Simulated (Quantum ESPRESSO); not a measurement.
# Mn3InC: two couplings from three orders, and a test

Can a spin model with two couplings foretell the energy of a further order of Mn3InC?

Calculated with Quantum ESPRESSO 7.5; PBEsol; plane waves with GBRV 1.5 PBEsol potentials, no spin-orbit coupling.

## Step 1: The structure

The structure is cubic, space group Pm-3m (No. 221). Conventional cell: a = 3.949 Å, b = 3.949 Å, c = 3.949 Å, α = 90.00°, β = 90.00°, γ = 90.00°. Nearest to Mn lie 2 C at 1.97 Å and 8 Mn at 2.79 Å and 4 In at 2.79 Å. In has 12 Mn at 2.79 Å nearest. Nearest to C lie 6 Mn at 1.97 Å. Farther neighbours are not listed.

Coordinates:

```cif
data_structure
_symmetry_space_group_name_H-M 'Pm-3m'
_symmetry_Int_Tables_number 221
_cell_length_a 3.9487
_cell_length_b 3.9487
_cell_length_c 3.9487
_cell_angle_alpha 90.000
_cell_angle_beta 90.000
_cell_angle_gamma 90.000
_cell_volume 61.57
loop_
_atom_site_label
_atom_site_type_symbol
_atom_site_symmetry_multiplicity
_atom_site_Wyckoff_symbol
_atom_site_fract_x
_atom_site_fract_y
_atom_site_fract_z
_atom_site_occupancy
Mn1 Mn 3 d 0.50000 0.00000 0.00000 1
In1 In 1 b 0.50000 0.50000 0.50000 1
C1 C 1 a 0.00000 0.00000 0.00000 1
```

The cell comes from Materials Project 2023-11-01, a database of computed structures, and need not be the stable phase.

## Step 2: The parallel order

All energies count from this run.

File pw.in:

```
&CONTROL
  calculation = 'scf'
  prefix = 'pwscf'
  outdir = './tmp'
  pseudo_dir = './pseudo'
  disk_io = 'nowf'
/
&SYSTEM
  ibrav = 0
  celldm(1) = 8
  nat = 5
  ntyp = 3
  ecutwfc = 40
  ecutrho = 280
  nbnd = 46
  occupations = 'smearing'
  smearing = 'fd'
  degauss = 0.0110248
  nspin = 2
  starting_magnetization(1) = 0.2333
  starting_magnetization(2) = 0
  starting_magnetization(3) = 0
/
&ELECTRONS
  conv_thr = 1d-08
  electron_maxstep = 150
  mixing_beta = 0.3
/
ATOMIC_SPECIES
Mn     54.9380 mn_pbesol_v1.5.uspp.F.UPF
In    114.8180 in_pbesol_v1.4.uspp.F.UPF
C      12.0110 c_pbesol_v1.2.uspp.F.UPF
CELL_PARAMETERS alat
   0.9327369259869    0.0000000000000    0.0000000000000
   0.0000000000000    0.9327369259869    0.0000000000000
   0.0000000000000    0.0000000000000    0.9327369259869
ATOMIC_POSITIONS crystal
Mn      0.5000000000    0.0000000000    0.0000000000
Mn      0.0000000000    0.0000000000    0.5000000000
Mn      0.0000000000    0.5000000000    0.0000000000
In      0.5000000000    0.5000000000    0.5000000000
C       0.0000000000    0.0000000000    0.0000000000
K_POINTS automatic
8 8 8 0 0 0
```

Command:

```console
$ OMP_NUM_THREADS=1 mpirun -n 4 pw.x -nk 4 -in pw.in > pw.out
```

The program printed:

```text
Program PWSCF v.7.5 starts
     [... lines left out ...]
     number of atoms/cell      =            5
     [... lines left out ...]
     number of electrons       =        62.00
     number of Kohn-Sham states=           46
     kinetic-energy cutoff     =      40.0000  Ry
     charge density cutoff     =     280.0000  Ry
     scf convergence threshold =      1.0E-08
     [... lines left out ...]
     48 Sym. Ops., with inversion, found
     [... lines left out ...]
     number of k points=    35  Fermi-Dirac smearing, width (Ry)=  0.0110
     [... lines left out ...]
     iteration # 15     ecut=    40.00 Ry     beta= 0.30
     [... lines left out ...]
     Magnetic moment per site  (integrated on atomic sphere of radius R)
     atom   1 (R=0.192)  charge= 12.0922  magn=  1.7964
     atom   2 (R=0.192)  charge= 12.0922  magn=  1.7964
     atom   3 (R=0.192)  charge= 12.0922  magn=  1.7964
     atom   4 (R=0.272)  charge= 11.0554  magn= -0.0791
     atom   5 (R=0.192)  charge=  3.0763  magn= -0.1648
     [... lines left out ...]
     the Fermi energy is    16.2733 ev
!    total energy              =    -777.91294059 Ry
     estimated scf accuracy    <          2.0E-09 Ry
     smearing contrib. (-TS)   =      -0.02713865 Ry
     [... lines left out ...]
     total magnetization       =     5.86 Bohr mag/cell
     absolute magnetization    =     6.55 Bohr mag/cell
     convergence has been achieved in  15 iterations
   JOB DONE.
```

Elapsed: 54 s, on 4 MPI ranks of Intel Xeon at 2.70GHz, shared host; peak memory 0.48 GiB.

Spin moment in the atom's sphere by atom:

| atom | spin moment in the atom's sphere (μB) |
| --- | --- |
| Mn1 | 1.80 |
| Mn2 | 1.80 |
| Mn3 | 1.80 |
| In4 | -0.08 |
| C5 | -0.16 |

This step gave:

```yaml
smearing_term_ts: 0.3692 eV
magnetization: 5.856 μB
absolute_magnetization: 6.554 μB
final_state: ferromagnetic
```

## Step 3: The orders used for the fit

The other orders were run with the same settings, on meshes that hold the same points. Free energies are divided by the number of Mn atoms; q is in fractions of the reciprocal vectors of the first run's cell.

| order | atoms | mesh | free energy (eV) | eV per Mn | largest moment (μB) |
| --- | --- | --- | --- | --- | --- |
| F +++ | 5 | 8×8×8 | -10584.0447 | -3528.0149 | 1.80 |
| AF q=(0,0,1/2) +-+-+- | 10 | 8×8×4 | -21167.9866 | -3527.9978 | 1.86 |
| AF q=(1/2,1/2,1/2) +-+-+- | 10 | 4×8×8 | -21167.9657 | -3527.9943 | 1.71 |

## Step 4: Counting neighbours

With E = −Σ J e_i·e_j over ordered pairs of unit vectors, turning a neighbour from parallel to opposed costs 2J a Mn atom. So an order lies 2 Σ n J over the parallel one, n being the opposed neighbours in each shell.

| shell | distance (Å) | neighbours | opposed in AF q=(0,0,1/2) +-+-+- | opposed in AF q=(1/2,1/2,1/2) +-+-+- | opposed in AF q=(0,0,1/2) +-+--+ |
| --- | --- | --- | --- | --- | --- |
| J1 | 2.79 | 8 | 2.66667 | 4 | 5.33333 |
| J2 | 3.95 | 6 | 2 | 6 | 2 |
| J3 | 4.84 | 16 | 10.6667 | 8 | 5.33333 |

Only J1 and J2 are kept.

## Step 5: Solving

```
2 × 2.66667 × J1 + 2 × 2 × J2 = +17.1 meV    (AF q=(0,0,1/2) +-+-+-)
2 × 4 × J1 + 2 × 6 × J2 = +20.6 meV    (AF q=(1/2,1/2,1/2) +-+-+-)
J1 = +3.84 meV
J2 = -0.84 meV
```

## Step 6: The test

The couplings now give the orders that were left out:

```
2 × 5.33333 × (+3.84) + 2 × 2 × (-0.84) = +37.6 meV    (AF q=(0,0,1/2) +-+--+)
```

The runs themselves:

| order | atoms | mesh | free energy (eV) | eV per Mn | largest moment (μB) | over the parallel order (meV) | foretold (meV) |
| --- | --- | --- | --- | --- | --- | --- | --- |
| AF q=(0,0,1/2) +-+--+ | 10 | 8×8×4 | -21167.9123 | -3527.9854 | 1.98 | +29.5 | +37.6 |

## Step 7: Outcome

```json
{
 "J1 (Mn–Mn at 2.79 Å)": "3.84 meV",
 "J2 (Mn–Mn at 3.95 Å)": "-0.84 meV",
 "largest miss on the orders left out": "8.1 meV"
}
```

In words: The model misses the order left out by 8.1 meV, 27 % of the largest energy difference, so it holds only roughly. The largest moment changes by 14 % between the orders. Shells that were dropped are folded into the couplings or show in the miss. The smearing terms TS of the orders run from 119 to 135 meV a seeded atom, so the differences would change at a smaller width: an order with a larger TS is lowered more by the smearing. Energies are free energies at an electronic temperature of 1740 K, which lowers moments and differences where the moments are itinerant.

[Logs and program files are shortened in this print: banners, set-up blocks, solver, clock and traceback lines can be left out without a mark of their own.]

[Logs are printed without paths, hosts, clocks, repeated set-up lines and the standing remarks that a program may print on its own settings, such as how far it seeks lower states.]

[Hosts, paths, dates, database ids (printed as entryN), source tags and the programs' standing remarks are cut or masked in the printed files.]

[Where a cell is said to come from a database of computed structures, the database is the Materials Project.]
